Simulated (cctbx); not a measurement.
# YbTl2Pb2 with cctbx, script by script

Library: cctbx 2025.11. The data are simulated by the first script.

## 1. Simulate the data

run.py:

```python
from cctbx import adptbx, crystal, miller, sgtbx, xray
from cctbx.array_family import flex
from iotbx.shelx import hklf
from scitbx import matrix
import scitbx.random

cs = crystal.symmetry(unit_cell=(4.943, 4.943, 12.542, 90, 90, 90), space_group_symbol='Hall: -I 4 2')  # I4/mmm
atoms = [  # label, site, U (iso, or U11 U22 U33 U12 U13 U23 in A^2), occupancy
    ("Pb1", (0.5, 0.5, 0.121), (0.0146, 0.0146, 0.0159, 0.0000, 0.0000, 0.0000), 1),
    ("Tl1", (0.5, 0, 0.25), (0.0082, 0.0082, 0.0087, 0.0000, 0.0000, 0.0000), 1),
    ("Yb1", (0, 0, 0), (0.0139, 0.0139, 0.0114, 0.0000, 0.0000, 0.0000), 1),
]
xs = xray.structure(crystal_symmetry=cs)
for label, site, u, occ in atoms:
    u = adptbx.u_cif_as_u_star(cs.unit_cell(), u) if isinstance(u, tuple) else u
    xs.add_scatterer(xray.scatterer(label, site=site, u=u, occupancy=occ))
xs.set_inelastic_form_factors(0.71073, "sasaki")
xs.show_summary()
p1 = xs.expand_to_p1()
ms = miller.build_set(p1, anomalous_flag=True, d_min=1.1)
flex.set_random_seed(803897)
scitbx.random.set_random_seed(803897)
ms = ms.select(flex.random_double(ms.size()) < 0.5)
i = ms.structure_factors_from_scatterers(p1, algorithm="direct").f_calc().as_intensity_array().data()
i = i * 20000 / flex.max(i)
sig = flex.sqrt(i + flex.pow2(0.02 * i) + 2 ** 2)
noise = scitbx.random.variate(scitbx.random.normal_distribution())(i.size())
data = ms.array(data=i + sig * noise, sigmas=sig).set_observation_type_xray_intensity()
with open("data.hkl", "w") as f:
    data.export_as_shelx_hklf(f)
print("reflections written:", data.size(), " <I/sigma> = %.1f" % flex.mean(data.data() / data.sigmas()))
for h, a, b in list(data.sort("data"))[:12]:
    print("%4d%4d%4d %9.1f %7.1f" % (h + (a, b)))
```

```console
$ python run.py
```

```text
Number of scatterers: 3
At special positions: 3
Unit cell: (4.943, 4.943, 12.542, 90, 90, 90)
Space group: I 4/m m m (No. 139)
reflections written: 511  <I/sigma> = 14.3
  -2   0   0   20581.0   424.3
   2  -2   0   15116.2   325.6
  -2   2   0   15058.5   325.6
  -2   0  -8   10650.1   233.4
   0   2   8   10339.0   233.4
   0   4   0    9753.4   216.0
  -4   0   0    9438.3   216.0
   4   0   0    9265.3   216.0
  -2   2   8    8830.2   194.8
   2  -2   8    8741.3   194.8
  -1   1  -2    8671.4   192.7
  -1  -1  -2    8643.8   192.7
```

It took 0.33 s on 1 thread of Arm Neoverse N1, with other jobs on the host, peak memory 0.07 GiB.

## 2. Refinement (right model)

run.py:

```python
import math
from cctbx import adptbx, crystal, maptbx, sgtbx, xray
from cctbx.array_family import flex
from cctbx.xray import observations
from iotbx.shelx import hklf
from scitbx.lstbx import normal_eqns_solving
from smtbx import absolute_structure, utils
from smtbx.refinement import constraints, least_squares

cs = crystal.symmetry(unit_cell=(4.943, 4.943, 12.542, 90, 90, 90), space_group_symbol='Hall: -I 4 2')  # I4/mmm
atoms = [  # label, site, U (iso, or U11 U22 U33 U12 U13 U23 in A^2), occupancy
    ("Pb1", (0.5, 0.5, 0.1215), 0.0200, 1),
    ("Tl1", (0.5, 0, 0.25), 0.0200, 1),
    ("Yb1", (0, 0, 0), 0.0200, 1),
]
xs = xray.structure(crystal_symmetry=cs)
for label, site, u, occ in atoms:
    u = adptbx.u_cif_as_u_star(cs.unit_cell(), u) if isinstance(u, tuple) else u
    xs.add_scatterer(xray.scatterer(label, site=site, u=u, occupancy=occ))
xs.set_inelastic_form_factors(0.71073, "sasaki")
raw = hklf.reader(file_name="data.hkl").as_miller_arrays(crystal_symmetry=cs, anomalous=True)[0]
merged = raw.eliminate_sys_absent().merge_equivalents()
fo2 = merged.array().set_observation_type_xray_intensity()
print("Rint %.3f, %d unique reflections to %.2f A" % (merged.r_int(), fo2.size(), fo2.d_min()))
for sc in xs.scatterers():
    sc.flags.set_grad_site(True)
    sc.flags.set_grad_u_aniso(sc.flags.use_u_aniso())
    sc.flags.set_grad_u_iso(sc.flags.use_u_iso())
obs = fo2.as_xray_observations()
extra = {}
rep = constraints.reparametrisation(xs, [], utils.connectivity_table(xs), **extra)
ls = least_squares.crystallographic_ls(obs, rep, weighting_scheme=least_squares.mainstream_shelx_weighting(a=0, b=0))
print("cycle     R1     wR2    GooF  max shift (A)")
for cycle in range(8):
    ls.build_up()
    r1, wr2, goof = ls.r1_factor(cutoff_factor=2)[0], ls.wR2(), ls.goof()
    old = xs.sites_cart()
    normal_eqns_solving.levenberg_marquardt_iterations(ls, n_max_iterations=3, tau=1e-06, step_threshold=1e-7)
    big = flex.max((xs.sites_cart() - old).norms())
    print("%4d %7.4f %7.4f %7.3f %9.5f" % (cycle + 1, r1, wr2, goof, big))
    ls.build_up(objective_only=True)
    if abs(ls.wR2() - wr2) < 5e-5 and big < 5e-4:
        break
ls.build_up()
print("final R1 %.4f wR2 %.4f GooF %.3f  parameters %d  data/parameter %.1f" % (ls.r1_factor(cutoff_factor=2)[0], ls.wR2(), ls.goof(), ls.n_parameters, fo2.size() / ls.n_parameters))
cov = ls.covariance_matrix_and_annotations()
su = dict(zip(cov.annotations, (math.sqrt(max(v, 0)) for v in cov.matrix.matrix_packed_u_diagonal())))
a2 = cs.unit_cell().reciprocal_parameters()[0] ** -2
print("atom        x        y        z      Ueq    occ   su(xyz)  su(Uiso or U11)")
for sc in xs.scatterers():
    s = max(su.get(sc.label + k, 0) for k in (".x", ".y", ".z"))
    npd = "" if sc.is_positive_definite_u(cs.unit_cell()) else "  NPD"
    print("%-5s %8.5f %8.5f %8.5f %8.4f %6.3f %8.5f %7.4f%s" % ((sc.label,) + sc.site + (sc.u_iso_or_equiv(cs.unit_cell()), sc.occupancy, s, su.get(sc.label + ".uiso", su.get(sc.label + ".u11", 0) * a2), npd)))
fo = fo2.f_sq_as_f()
fc = fo.structure_factors_from_scatterers(xs, algorithm="direct").f_calc()
diff = fo.f_obs_minus_f_calc(1 / math.sqrt(ls.scale_factor()), fc).average_bijvoet_mates()
m = diff.fft_map(symmetry_flags=maptbx.use_space_group_symmetry, resolution_factor=0.25).apply_volume_scaling()
print("difference map: max %.2f min %.2f rms %.2f" % (m.statistics().max(), m.statistics().min(), m.statistics().sigma()))
peaks = m.peak_search(parameters=maptbx.peak_search_parameters(min_distance_sym_equiv=0.6, max_clusters=6)).all()
near = xs.closest_distances(peaks.sites(), distance_cutoff=4)
sps = cs.special_position_settings(min_distance_sym_equiv=0.5)
for k, (x, h) in enumerate(zip(peaks.sites(), peaks.heights())):
    ss = sps.site_symmetry(x)
    print("Q%-3d %7.4f %7.4f %7.4f %4d %7.2f  %.2f A from %s" % ((k + 1,) + tuple(t % 1 for t in ss.exact_site()) + (ss.multiplicity(), h, near.smallest_distances[k], xs.scatterers()[near.i_seqs[k]].label)))
```

```console
$ python run.py
```

```text
Rint 0.018, 51 unique reflections to 1.11 A
cycle     R1     wR2    GooF  max shift (A)
   1  0.0466  0.1139   7.980   0.00607
   2  0.0074  0.0187   1.309   0.00000
final R1 0.0074 wR2 0.0187 GooF 1.309  parameters 4  data/parameter 12.8
atom        x        y        z      Ueq    occ   su(xyz)  su(Uiso or U11)
Pb1    0.50000  0.50000  0.12102   0.0153  1.000  0.00006  0.0003
Tl1    0.50000  0.00000  0.25000   0.0087  1.000  0.00000  0.0003
Yb1    0.00000  0.00000  0.00000   0.0130  1.000  0.00000  0.0004
difference map: max 0.66 min -0.66 rms 0.12
Q1    0.1118  0.1118  0.0000    8    0.66  0.78 A from Yb1
Q2    0.0000  0.0000  0.4325    4    0.65  0.67 A from Pb1
Q3    0.0000  0.0000  0.1096    4    0.51  1.37 A from Yb1
Q4    0.0000  0.5000  0.0000    4    0.29  2.47 A from Yb1
Q5    0.0000  0.2730  0.1834   16    0.22  1.40 A from Tl1
Q6    0.0000  0.0000  0.3017    4    0.17  0.97 A from Pb1
```

Time: 0.45 s.

## 3. Simulate the data

run.py, as its changes from the last script of this kind:

```diff
@@ -20 +20 @@
-ms = miller.build_set(p1, anomalous_flag=True, d_min=1.1)
+ms = miller.build_set(p1, anomalous_flag=True, d_min=0.84)
```

```console
$ python run.py
```

```text
Number of scatterers: 3
At special positions: 3
Unit cell: (4.943, 4.943, 12.542, 90, 90, 90)
Space group: I 4/m m m (No. 139)
reflections written: 1102  <I/sigma> = 12.6
   2   0   0   20074.9   424.3
   2  -2   0   14800.8   325.6
  -2  -2   0   14444.0   325.6
   0   0   8   12391.6   286.2
   0  -2   8   10535.8   233.4
   0   2   8   10380.1   233.4
   2   0   8   10252.4   233.4
  -2   0  -8   10166.8   233.4
   0  -4   0    9611.8   216.0
   4   0   0    9609.9   216.0
   0   4   0    9335.8   216.0
   2  -2   8    8666.6   194.8
```

Time: 0.33 s.

## 4. Refinement (right model)

run.py, as its changes from the last script of this kind:

```diff
@@ -12 +12 @@
-    ("Pb1", (0.5, 0.5, 0.1215), 0.0200, 1),
+    ("Pb1", (0.5, 0.5, 0.1212), 0.0200, 1),
@@ -20,0 +21 @@
+xs.convert_to_anisotropic()
```

```console
$ python run.py
```

```text
Rint 0.022, 103 unique reflections to 0.84 A
cycle     R1     wR2    GooF  max shift (A)
   1  0.0771  0.1904  11.576   0.00256
   2  0.0079  0.0161   0.978   0.00000
final R1 0.0079 wR2 0.0161 GooF 0.978  parameters 7  data/parameter 14.7
atom        x        y        z      Ueq    occ   su(xyz)  su(Uiso or U11)
Pb1    0.50000  0.50000  0.12100   0.0150  1.000  0.00003  0.0001
Tl1    0.50000  0.00000  0.25000   0.0083  1.000  0.00000  0.0001
Yb1    0.00000  0.00000  0.00000   0.0129  1.000  0.00000  0.0002
difference map: max 0.54 min -0.64 rms 0.16
Q1    0.0000  0.0000  0.3118    4    0.55  0.84 A from Pb1
Q2    0.0000  0.5000  0.0000    4    0.45  2.47 A from Yb1
Q3    0.0746  0.2765  0.5000   16    0.40  2.08 A from Pb1
Q4    0.0000  0.1975  0.4206   16    0.38  1.11 A from Pb1
Q5    0.0000  0.1525  0.0000    8    0.38  0.75 A from Yb1
Q6    0.0000  0.2083  0.0500   16    0.35  1.21 A from Yb1
```

Time: 0.46 s.

## 5. Simulate the data

run.py, as its changes from the last script of this kind:

```diff
@@ -20 +20 @@
-ms = miller.build_set(p1, anomalous_flag=True, d_min=0.84)
+ms = miller.build_set(p1, anomalous_flag=True, d_min=0.6)
```

```console
$ python run.py
```

```text
Number of scatterers: 3
At special positions: 3
Unit cell: (4.943, 4.943, 12.542, 90, 90, 90)
Space group: I 4/m m m (No. 139)
reflections written: 2944  <I/sigma> = 9.2
   0   2   0   19518.9   424.3
  -2   0  -8   10494.5   233.4
   0  -2   8   10303.4   233.4
   0  -2  -8    9932.5   233.4
  -4   0   0    9901.5   216.0
   4   0   0    9721.0   216.0
   0  -4   0    9125.0   216.0
  -1  -1   2    8709.0   192.7
   1  -1  -2    8569.0   192.7
   2   2  -8    8448.5   194.8
  -1   1   2    8444.9   192.7
  -2   2  -8    8423.6   194.8
```

Time: 0.34 s.

## 6. Refinement (right model)

run.py, as its changes from the last script of this kind:

```diff
@@ -12 +12 @@
-    ("Pb1", (0.5, 0.5, 0.1212), 0.0200, 1),
+    ("Pb1", (0.5, 0.5, 0.1227), 0.0200, 1),
```

```console
$ python run.py
```

```text
Rint 0.026, 249 unique reflections to 0.60 A
cycle     R1     wR2    GooF  max shift (A)
   1  0.1448  0.3397  16.959   0.02128
   2  0.0084  0.0183   0.914   0.00000
final R1 0.0084 wR2 0.0183 GooF 0.914  parameters 7  data/parameter 35.6
atom        x        y        z      Ueq    occ   su(xyz)  su(Uiso or U11)
Pb1    0.50000  0.50000  0.12100   0.0150  1.000  0.00002  0.0001
Tl1    0.50000  0.00000  0.25000   0.0083  1.000  0.00000  0.0001
Yb1    0.00000  0.00000  0.00000   0.0131  1.000  0.00000  0.0001
difference map: max 0.81 min -1.48 rms 0.22
Q1    0.1920  0.1920  0.2536   16    0.81  1.79 A from Tl1
Q2    0.0000  0.0000  0.1670    4    0.68  2.09 A from Yb1
Q3    0.1248  0.1248  0.1932   16    0.63  2.08 A from Tl1
Q4    0.0000  0.1319  0.0830   16    0.60  1.23 A from Yb1
Q5    0.0000  0.1728  0.2821   16    0.60  1.49 A from Pb1
Q6    0.0000  0.0000  0.0651    4    0.60  0.82 A from Yb1
```

It took 0.49 s on 1 thread of Arm Neoverse N1, with other jobs on the host, peak memory 0.09 GiB.

[Logs are printed without paths, hosts, clocks, repeated set-up lines and the standing remarks that a program may print on its own settings, such as how far it seeks lower states.]
